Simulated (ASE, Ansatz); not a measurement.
# Random zinc-blende (Ga, In, Al)As solid solution (64 atoms): geometry optimisation

Aim: bring random zinc-blende (Ga, In, Al)As solid solution (64 atoms) to a nearby minimum of the energy and see what moves.

Method: Kohn-Sham DFT, PBE, PAW (set soft_2), plane waves, in Ansatz 0.2.0.

Report form: the programs' logs are mostly left out.

### Step 1. Starting point

The cell holds 64 atoms: 10 In, 32 As, 11 Ga and 11 Al. Its edges and angles: a = 11.554 Å, b = 11.554 Å, c = 11.554 Å, α = 90.0°, β = 90.0°, γ = 90.0°. It derives from GaAs and InAs and AlAs. Zinc-blende lattice (a = 5.777 Å, the mean of the end members), 2 x 2 x 2 cells, metal sites filled at random with 11 Ga, 10 In, 11 Al; every coordinate displaced by a Gaussian of 0.07 Å.

What the set-up can't give: The host structure and its lattice constant were typed by rule, without a check against the phase diagram. Only the Γ point is sampled, in a cell whose shortest periodic width is 12 Å.

### Step 2. Single point at the start

A single point comes first, to see the forces before anything moves.

input.yaml

```yaml
crystal:
  lattice:
    - [11.554, 0.0, 0.0]
    - [0.0, 11.554, 0.0]
    - [0.0, 0.0, 11.554]
  atoms:
    - { symbol: In, position: [0.99668, 0.01003, 0.00503] }
    - { symbol: As, position: [0.13133, 0.13022, 0.12628] }
    - { symbol: In, position: [0.99366, 0.24601, 0.2451] }
    - { symbol: As, position: [0.1306, 0.38014, 0.37351] }
    - { symbol: In, position: [0.24705, 0.99576, 0.24758] }
    - { symbol: As, position: [0.36699, 0.12436, 0.36609] }
    - { symbol: Ga, position: [0.23738, 0.25162, 0.00095] }
    - { symbol: As, position: [0.36393, 0.37774, 0.11576] }
[... 52 atom lines left out ...]
    - { symbol: In, position: [0.74918, 0.49357, 0.75599] }
    - { symbol: As, position: [0.88022, 0.62414, 0.86822] }
    - { symbol: Al, position: [0.75323, 0.75396, 0.5153] }
    - { symbol: As, position: [0.88247, 0.87, 0.62774] }
kpoints:
  mp_grid: { grid: [1, 1, 1] }
hamiltonian:
  xc: pbe
scf:
  occupations: { method: fermi_dirac, width: 0.025 }
output:
  forces: true
  stress: true
  populations: true
  dos:
    method: { smearing: { sigma: 0.08 } }
    de: 0.1
    projected: { site_lists: { Al: [Al], As: [As], Ga: [Ga], In: [In] } }
  eigenvalues: true
```

The run is started by

```sh
> ansatz run input.yaml --threads 4 --pin off --max-ram 8192MiB --backend cpu --events-out ev --progress --plain --runs-dir out
```

Wall time 29 s (4 threads of Arm Neoverse V2, shared host); peak memory 2.3 GiB.

Numbers from this run:

- free energy: -258908.5247 eV
- free energy per atom: -4045.4457 eV/atom
- SCF cycles: 8
- pressure: 5.299 GPa
- r.m.s. force component: 1.095 eV/Å
- longest force: 4.392 eV/Å
- Fermi energy: 7.976 eV
- gap (highest filled to lowest empty level): 0.3474 eV
- spilling of the projection: 0.001848

The r.m.s. force component of 1.1 eV/Å and the pressure of 5.3 GPa set the starting point.

Length of the force by element:

| element | coordination | atoms | mean length of the force (eV/Å) | spread | least | most |
| --- | --- | --- | --- | --- | --- | --- |
| Al | all | 11 | 1.24 | 0.789 | 0.146 | 2.98 |
| As | all | 32 | 1.94 | 0.981 | 0.361 | 4.39 |
| Ga | all | 11 | 1.24 | 0.398 | 0.620 | 1.84 |
| In | all | 10 | 1.71 | 0.859 | 0.447 | 3.56 |

### Step 3. Relaxation

The atoms are relaxed in the fixed cell, aiming at the force tolerance of the input.

input.yaml, the sections that differ from step 2:

```yaml
output:
  forces: true
relax:
  f_tol: 0.03
  max_steps: 200
# crystal, kpoints, hamiltonian, scf: as in step 2
```

It took 55 s on 4 threads; peak memory 2.3 GiB; 3.5 min of CPU time.

Step by step:

| step | energy less that of the first step (eV) | largest force component (eV/Å) |
| --- | --- | --- |
| 1 | 0.0000 | 3.6641 |
| 2 | -7.3707 | 0.9953 |
| 3 | -8.5320 | 0.0859 |
| 4 | -8.5515 | 0.0215 |

The atoms that moved most (Å):

| atom | dx | dy | dz | length |
| --- | --- | --- | --- | --- |
| As20 | 0.135 | 0.068 | 0.295 | 0.331 |
| In33 | -0.111 | 0.211 | -0.224 | 0.327 |
| As50 | -0.111 | -0.301 | -0.048 | 0.324 |
| As26 | 0.015 | -0.193 | -0.223 | 0.295 |
| As6 | 0.180 | 0.121 | 0.197 | 0.294 |
| As58 | -0.097 | 0.204 | -0.171 | 0.284 |
| As28 | 0.279 | 0.004 | 0.022 | 0.280 |
| Ga37 | -0.195 | 0.134 | 0.146 | 0.278 |

The relaxation changed the energy by -134 meV/atom, and atoms moved by 0.18 Å r.m.s., 0.33 Å at most.

### Step 4. Distances and neighbours after relaxation

Bonds before and after, by the cutoffs listed below:

| pair | bonds before | bonds after | mean before (Å) | mean after (Å) | spread before (Å) | spread after (Å) |
| --- | --- | --- | --- | --- | --- | --- |
| As-Al | 44 | 44 | 2.516 | 2.456 | 0.099 | 0.015 |
| As-Ga | 44 | 44 | 2.501 | 2.461 | 0.098 | 0.015 |
| As-In | 40 | 40 | 2.503 | 2.603 | 0.110 | 0.014 |

Density 4.96 g/cm³, 24.1 Å³ an atom.

g(r), total and by pair (bins of 0.2 Å):

| r (Å) | total | As-As | As-Al | As-Ga | As-In | Al-Al | Al-Ga |
| --- | --- | --- | --- | --- | --- | --- | --- |
| 2.40 | 4.36 | 0.00 | 12.75 | 12.65 | 0.00 | 0.00 | 0.00 |
| 2.60 | 1.77 | 0.00 | 0.00 | 0.00 | 11.32 | 0.00 | 0.00 |
| 2.80 | 0.00 | 0.00 | 0.00 | 0.00 | 0.00 | 0.00 | 0.00 |
| 3.00 | 0.00 | 0.00 | 0.00 | 0.00 | 0.00 | 0.00 | 0.00 |
| 3.20 | 0.00 | 0.00 | 0.00 | 0.00 | 0.00 | 0.00 | 0.00 |
| 3.40 | 0.00 | 0.00 | 0.00 | 0.00 | 0.00 | 0.00 | 0.00 |
| 3.60 | 0.00 | 0.00 | 0.00 | 0.00 | 0.00 | 0.00 | 0.00 |
| 3.80 | 0.18 | 0.72 | 0.00 | 0.00 | 0.00 | 0.00 | 0.00 |
| 4.00 | 4.05 | 7.98 | 0.00 | 0.00 | 0.00 | 11.75 | 12.19 |
| 4.20 | 2.37 | 3.90 | 0.00 | 0.00 | 0.00 | 2.96 | 2.67 |
| 4.40 | 0.30 | 1.21 | 0.00 | 0.00 | 0.00 | 0.00 | 0.00 |
| 4.60 | 0.96 | 0.00 | 2.59 | 2.02 | 1.08 | 0.00 | 0.00 |
| 4.80 | 3.17 | 0.00 | 6.31 | 5.94 | 6.83 | 0.00 | 0.00 |
| 5.00 | 0.88 | 0.00 | 1.21 | 2.06 | 2.03 | 0.00 | 0.00 |
| 5.20 | 0.00 | 0.00 | 0.00 | 0.00 | 0.00 | 0.00 | 0.00 |
| 5.40 | 0.01 | 0.04 | 0.00 | 0.00 | 0.00 | 0.00 | 0.00 |
| 5.60 | 0.47 | 1.06 | 0.00 | 0.00 | 0.00 | 0.32 | 0.47 |
| 5.80 | 1.04 | 1.68 | 0.00 | 0.00 | 0.00 | 4.55 | 2.27 |
| 6.00 | 0.24 | 0.68 | 0.05 | 0.14 | 0.00 | 0.00 | 0.00 |
| 6.20 | 1.68 | 0.00 | 3.83 | 3.30 | 2.92 | 0.00 | 0.00 |
| 6.40 | 1.06 | 0.00 | 1.85 | 2.14 | 2.44 | 0.00 | 0.00 |
| 6.60 | 0.13 | 0.00 | 0.12 | 0.25 | 0.41 | 0.00 | 0.00 |
| 6.80 | 0.24 | 0.94 | 0.00 | 0.00 | 0.00 | 0.00 | 0.00 |
| 7.00 | 2.56 | 4.32 | 0.00 | 0.00 | 0.00 | 5.53 | 6.47 |
| 7.20 | 1.76 | 3.51 | 0.03 | 0.13 | 0.22 | 1.40 | 3.28 |
| 7.40 | 1.38 | 0.42 | 2.66 | 2.48 | 2.51 | 0.00 | 0.00 |
| 7.60 | 1.32 | 0.00 | 2.70 | 2.58 | 2.67 | 0.00 | 0.00 |
| 7.80 | 0.11 | 0.19 | 0.06 | 0.26 | 0.06 | 0.00 | 0.00 |

Bonds by pair of elements; cutoffs follow the first minimum of g(r), held within bounds set by covalent radii, and pairs that aren't listed don't count as bonded:

| pair A-B | cutoff (Å) | bonds | mean length (Å) | spread (Å) | shortest (Å) | B about A | A about B |
| --- | --- | --- | --- | --- | --- | --- | --- |
| As-Al | 2.88 | 44 | 2.46 | 0.015 | 2.41 | 1.38 | 4 |
| As-Ga | 2.88 | 44 | 2.46 | 0.015 | 2.43 | 1.38 | 4 |
| As-In | 3.05 | 40 | 2.60 | 0.014 | 2.57 | 1.25 | 4 |

How many atoms have how many bonded neighbours:

| element | mean | 4 |
| --- | --- | --- |
| Al | 4 | 11 |
| As | 4 | 32 |
| Ga | 4 | 11 |
| In | 4 | 10 |

Bond angles (no mean is given where the spread exceeds 20°):

| angle | count | mean (°) | spread (°) |
| --- | --- | --- | --- |
| As-Al-As | 66 | 110 | 2.8 |
| As-Ga-As | 66 | 110 | 2.4 |
| As-In-As | 60 | 110 | 2.4 |
| Al-As-Ga | 48 | 111 | 2.1 |
| Ga-As-In | 42 | 109 | 2.3 |

Rings of the network by King's shortest-path rule, up to 12 atoms, one path for each pair of neighbours; H, halogens, alkali and alkaline-earth atoms are left out, and the last column divides by all other atoms, bonded or not:

| ring size (atoms) | rings | per network atom |
| --- | --- | --- |
| 6 | 128 | 2 |

Counting bonds as in the table, all Al atoms have 4, all As atoms have 4, all Ga atoms have 4 and all In atoms have 4 bonded neighbours. The As-Al-As angle averages 110° with a spread of 3°. All rings counted have 6 atoms.

### Step 5. Single point at the relaxed geometry

The electronic structure is read at the final geometry, in a run of its own.

input.yaml

```yaml
crystal:
  lattice:
    - [11.554, 0.0, 0.0]
    - [0.0, 11.554, 0.0]
    - [0.0, 0.0, 11.554]
  atoms:
    - { symbol: In, position: [0.99951, 0.00519, 0.99542] }
    - { symbol: As, position: [0.13282, 0.13637, 0.11841] }
    - { symbol: In, position: [0.99818, 0.25327, 0.25431] }
    - { symbol: As, position: [0.13329, 0.38142, 0.38203] }
    [... 54 atom lines left out ...]
    - { symbol: Ga, position: [0.4954, 0.75088, 0.74358] }
    - { symbol: As, position: [0.62319, 0.87648, 0.85754] }
    - { symbol: In, position: [0.74506, 0.4959, 0.74522] }
    - { symbol: As, position: [0.87603, 0.62565, 0.87255] }
    - { symbol: Al, position: [0.74701, 0.75261, 0.49993] }
    - { symbol: As, position: [0.86749, 0.882, 0.61863] }
kpoints:
  mp_grid: { grid: [1, 1, 1] }
hamiltonian:
  xc: pbe
scf:
  occupations: { method: fermi_dirac, width: 0.025 }
output:
  forces: true
  stress: true
  populations: intrinsic
  dos:
    method: { smearing: { sigma: 0.08 } }
    de: 0.1
    projected: { site_lists: { Al: [Al], As: [As], Ga: [Ga], In: [In] } }
  eigenvalues: true
  write_density: true
  write_potential: true
  volumetric_format: npy
```

The job ended after 30 s (4 threads; peak memory 2.3 GiB).

Read from the output:

* free energy: -258917.0762 eV
* free energy per atom: -4045.5793 eV/atom
* SCF cycles: 8
* pressure: 3.42 GPa
* r.m.s. force component: 0.0072 eV/Å
* longest force: 0.02724 eV/Å
* Fermi energy: 7.934 eV
* gap (highest filled to lowest empty level): 0.6437 eV

Intrinsic-atomic-orbital charges by element:

| element | coordination | atoms | mean charge (e) | spread | least | most |
| --- | --- | --- | --- | --- | --- | --- |
| Al | all | 11 | 0.396 | 0.0064 | 0.381 | 0.406 |
| As | all | 32 | -0.247 | 0.0703 | -0.376 | -0.111 |
| Ga | all | 11 | 0.0649 | 0.0036 | 0.0598 | 0.0725 |
| In | all | 10 | 0.282 | 0.0077 | 0.272 | 0.291 |

Charge against the make-up of the first shell:

| Ga neighbours of As | atoms | mean charge (e) |
| --- | --- | --- |
| 0 | 5 | -0.344 |
| 1 | 14 | -0.278 |
| 2 | 9 | -0.198 |
| 3 | 4 | -0.124 |

Density of states as counts of states in windows of 1 eV (from the Fermi level), total and the larger projections:

| from (eV) | to (eV) | total | As p | Al p | Ga p | In p | Ga s | As s |
| --- | --- | --- | --- | --- | --- | --- | --- | --- |
| -14 | -13 | 0.0 | 0.0 | 0.0 | 0.0 | 0.0 | 0.0 | 0.0 |
| -13 | -12 | 2.0 | 0.0 | 0.0 | 0.0 | 0.0 | 0.3 | 1.2 |
| -12 | -11 | 34.6 | 1.0 | 2.8 | 2.5 | 1.7 | 2.4 | 20.4 |
| -11 | -10 | 27.4 | 0.2 | 2.0 | 2.2 | 2.1 | 0.2 | 18.7 |
| -10 | -7 | 0.0 | 0.0 | 0.0 | 0.0 | 0.0 | 0.0 | 0.0 |
| -7 | -6 | 22.9 | 10.7 | 0.5 | 0.6 | 0.4 | 5.8 | 0.4 |
| -6 | -5 | 27.1 | 12.9 | 0.9 | 0.9 | 0.6 | 2.0 | 2.1 |
| -5 | -4 | 7.7 | 3.8 | 0.1 | 0.1 | 0.0 | 0.8 | 1.3 |
| -4 | -3 | 52.4 | 30.9 | 6.0 | 6.4 | 4.8 | 0.5 | 1.0 |
| -3 | -2 | 17.5 | 11.8 | 2.0 | 2.1 | 1.4 | 0.0 | 0.0 |
| -2 | -1 | 58.4 | 43.3 | 4.3 | 4.9 | 5.2 | 0.0 | 0.0 |
| -1 | 0 | 6.0 | 5.3 | 0.1 | 0.2 | 0.4 | 0.0 | 0.0 |
| 0 | 1 | 10.3 | 0.8 | 1.2 | 1.0 | 0.6 | 1.6 | 2.6 |
| 1 | 2 | 22.9 | 4.1 | 3.3 | 2.9 | 2.9 | 2.0 | 2.0 |
| 2 | 3 | 30.3 | 6.7 | 3.9 | 3.6 | 3.4 | 1.8 | 3.3 |
| 3 | 4 | 23.6 | 6.0 | 4.0 | 3.3 | 4.0 | 0.4 | 0.9 |

The curve was stored every 0.10 eV, coarse against its broadening of 0.08 eV, so these counts are rough.

Between -26 and -14 eV lie 210 more states.

The stored curve holds about 466 of the 786 electrons; the rest, give or take the few that broadening carries across the Fermi level, lie in deeper levels below its range.

The levels nearest the highest filled one (over half full), pooled over k-points and spins:

| level less the highest filled one (eV) | occupation |
| --- | --- |
| -0.818 | 2 |
| -0.765 | 2 |
| -0.754 | 2 |
| -0.0485 | 2 |
| -0.0311 | 2 |
| 0 | 2 |
| 0.644 | 0 |
| 1.02 | 0 |
| 1.26 | 0 |
| 1.27 | 0 |
| 1.35 | 0 |
| 1.39 | 0 |

Electrostatic potential energy in the ac plane at fractional y = 0.248, with atoms of In and Ga and Al within 0.2 Å of it. With pseudopotentials it is smooth inside the atoms' cores, unlike the true potential.

Ten even steps from '0' (-15 eV) to '9' (12 eV), each cell a mean:
```
999997200016899999999730001589999
999998632257899999999874335789999
999999888888899999999998888888999
778899999999888767889999999988887
125899999999985322478999999998741
002799999999973364258999999998500
002799999999973243258999999998510
236899999999986433578999999999752
888999999999998888888899999999888
999998866678999999999887667889999
999997422247899999999863223689999
999986236425899999999732552489999
999997324326899999999842442489999
999998643468899999999875335789999
899999988888889999999988888899998
467899999999888766789999999999865
003799999999985222368999999998510
000689999999973365248999999997300
001799999999974243258999999998400
236899999999987534578999999998752
888888999999999888888899999999988
999988887789999999999887678899999
999998521147999999999852003689999
999997200015899999999730000489999
```
Columns run along a (11.6 Å; values clipped at the 3rd and 97th percentile), rows up along c (11.6 Å). Atoms in or near the plane, at fractional coordinates: In at (0.00, 0.25), Ga at (0.25, 0.99), Ga at (0.00, 0.74), Al at (0.25, 0.50), Al at (0.50, 0.25), Ga at (0.74, 0.00), Al at (0.50, 0.75), Al at (0.75, 0.50).

Valence density in the ac plane at fractional y = 0.248, with atoms of In and Ga and Al within 0.2 Å of it. It is the smooth field of the valence electrons, not physical close to the nuclei.

Ten steps, logarithmic in the rise over the least value, from '0' (0 e/Å³) to '9' (26 e/Å³), each cell a mean:
```
000001269731000000000125874100000
000001123321000000000112221110000
000001111111100000001100011111000
111100000000111101111000000011111
431100000000011100110000000001123
973100000000011000010000000000148
962100000000001000010000000000147
321100000000011101111000000000112
111100000000000000111100000001111
000001110010000000001111000110000
000001100011000000000111001110000
000000000001000000000010000100000
000000100011000000000010000100000
000000110111100000000011001100000
000000000001111000000000000000000
211000000000111110110000000000112
542100000000011100110000000001135
763100000000001000010000000001257
753100000000001000110000000001246
321110000000001101111000000000123
111111000000000000011100000000000
000011111110000000000111111100000
000001134321000000000113542100000
000001369841000000000126995200000
```
Columns run along a (11.6 Å), rows up along c (11.6 Å). Atoms in or near the plane, at fractional coordinates: In at (0.00, 0.25), Ga at (0.25, 0.99), Ga at (0.00, 0.74), Al at (0.25, 0.50), Al at (0.50, 0.25), Ga at (0.74, 0.00), Al at (0.50, 0.75), Al at (0.75, 0.50).

Mean intrinsic-atomic-orbital charges: Al +0.40, As -0.25, Ga +0.06, In +0.28 e. Charges this small depend on the projection, at times even in sign. The charge on As changes by +0.075 e for each Ga neighbour that takes the place of another kind, on average. The largest share in the top eV of filled states is As p (79 % of the projected weight), and in the lowest eV of empty states As s (24 % of the projected weight).

The surroundings of As12, whose charge lies farthest from its element's mean, nearest first, numbered as they follow in the input and with coordinates relative to it.

| atom | x | y | z | distance (Å) | bonds | intrinsic-atomic-orbital charge (e) |
| --- | --- | --- | --- | --- | --- | --- |
| As12 | 0.00 | 0.00 | 0.00 | 0.00 | 4 | -0.11 |
| Ga7 | 1.42 | -1.32 | 1.50 | 2.45 | 4 | 0.07 |
| Ga29 | 1.43 | 1.49 | -1.36 | 2.47 | 4 | 0.07 |
| Ga11 | -1.50 | -1.40 | -1.38 | 2.48 | 4 | 0.06 |
| In17 | -1.46 | 1.48 | 1.57 | 2.60 | 4 | 0.28 |
| As14 | 2.75 | -2.73 | 0.01 | 3.87 | 4 | -0.20 |
| As10 | -0.06 | -2.82 | -2.79 | 3.97 | 4 | -0.13 |
| As16 | 2.86 | 0.07 | -2.77 | 3.98 | 4 | -0.31 |
| As2 | 0.02 | -2.69 | 2.94 | 3.98 | 4 | -0.23 |
| As26 | 0.01 | 2.86 | -2.84 | 4.03 | 4 | -0.29 |
| As48 | -2.88 | -0.01 | -2.88 | 4.07 | 4 | -0.28 |
| As46 | -3.06 | -2.71 | 0.02 | 4.09 | 4 | -0.12 |
| As30 | 2.85 | 2.93 | 0.09 | 4.09 | 4 | -0.23 |
| As8 | 2.82 | 0.06 | 3.02 | 4.13 | 4 | -0.31 |
| As62 | -2.95 | 2.96 | 0.09 | 4.18 | 4 | -0.30 |
| As18 | 0.11 | 2.96 | 3.03 | 4.24 | 4 | -0.35 |
| As40 | -3.11 | 0.08 | 3.02 | 4.34 | 4 | -0.17 |

The column of bonds counts only the pairs As-Al within 2.88 Å, As-Ga within 2.88 Å, As-In within 3.05 Å; other neighbours, such as metal atoms beside each other in a compound, aren't counted, and periodic images can show an atom twice.

### Step 6. Another try, on a changed input

A doubtful change is made on purpose, to see how the program answers.

input.yaml

```yaml
crystal:
  lattice:
    - [11.554, 0.0, 0.0]
    - [0.0, 11.554, 0.0]
    - [0.0, 0.0, 11.554]
  atoms:
    [... the 64 atom lines of step 2 ...]
kpoints:
  mp_grid: { grid: [1, 1, 1], kspacing: 0.3 }
hamiltonian:
  xc: pbe
scf:
  occupations: { method: fermi_dirac, width: 0.025 }
  max_iter: 80
output:
  forces: true
```

Wall time 0.05 s (4 threads); peak memory 0.11 GiB.

The program refused the input before any cycle.

The program's message: “Error: invalid value for `kpoints.mp_grid.kspacing`: mutually exclusive with `grid` — set one or the other”

The fault in the input: both a k-mesh and a spacing (kpoints.mp_grid.kspacing = 0.3). The fix is to take out kpoints.mp_grid.kspacing.

### Step 7. With basis.ecutwfc = "400 eV" and scf.n_extra_bands = 32

Changed here: basis.ecutwfc = "400 eV" and scf.n_extra_bands = 32.

input.yaml, the sections that differ from step 6:

```yaml
kpoints:
  mp_grid: { grid: [1, 1, 1] }
scf:
  occupations: { method: fermi_dirac, width: 0.025 }
  n_extra_bands: 32
output:
  forces: true
  stress: true
  populations: true
  dos:
    method: { smearing: { sigma: 0.1 } }
    de: 0.1
    projected: { site_lists: { Al: [Al], As: [As], Ga: [Ga], In: [In] } }
  eigenvalues: true
basis:
  ecutwfc: "400 eV"
# crystal, hamiltonian: as in step 6
```

It took 25 s on 4 threads; peak memory 2.2 GiB; 97 s of CPU time.

The program notes that the cutoff lies under the one recommended for these potentials.

Geometry and reference: those of the single point at the start.

Forces differ from those of the single point at the start by 0.14 meV/Å r.m.s., 0.013 % of their size; the energy by +0.41 meV/atom. It took 0.89 times the reference's time (shared host, so rough).

### Step 8. What came out

- energy change in the relaxation: -133.6 meV/atom
- r.m.s. displacement: 0.179 Å
- largest displacement: 0.331 Å
- free energy per atom: -4045.5793 eV/atom
- density: 4.963 g/cm³
- pressure: 3.42 GPa
- r.m.s. force component: 0.0072 eV/Å
- gap (highest filled to lowest empty level): 0.6437 eV
- wall time of the 4 DFT runs: 2.3 min

**Reading.** Relaxation lowers the energy by 134 meV/atom and moves atoms by 0.18 Å r.m.s.; the r.m.s. force component goes from 1.1 to 0.0072 eV/Å, the pressure goes from 5.3 to 3.4 GPa, and the gap from 0.347 to 0.644 eV. By the final cutoffs no bond was broken or made. From the first step to the last the energy fell by 8.551 eV, and the largest move was 0.33 Å (As20, with 1 other atom within 2 % of it). The As-In bonds change most in mean length: from 2.503 Å (spread 0.110) to 2.603 Å (spread 0.014). Counting bonds as in the table, all Al atoms have 4, all As atoms have 4, all Ga atoms have 4 and all In atoms have 4 bonded neighbours. Between filled and empty levels lie 0.644 eV at Γ alone; the mesh holds the band edges only if they fold onto it, so the gap at this level can be narrower or closed, while semilocal functionals tend to narrow gaps against experiment.

**Limits.** The pressure of 3.4 GPa shows the cell to be compressed for this functional.

[Logs are printed without paths, hosts, clocks, repeated set-up lines and the standing remarks that a program may print on its own settings, such as how far it seeks lower states.]

[Hosts, paths, dates, database ids (printed as entryN), source tags and the programs' standing remarks are cut or masked in the printed files.]
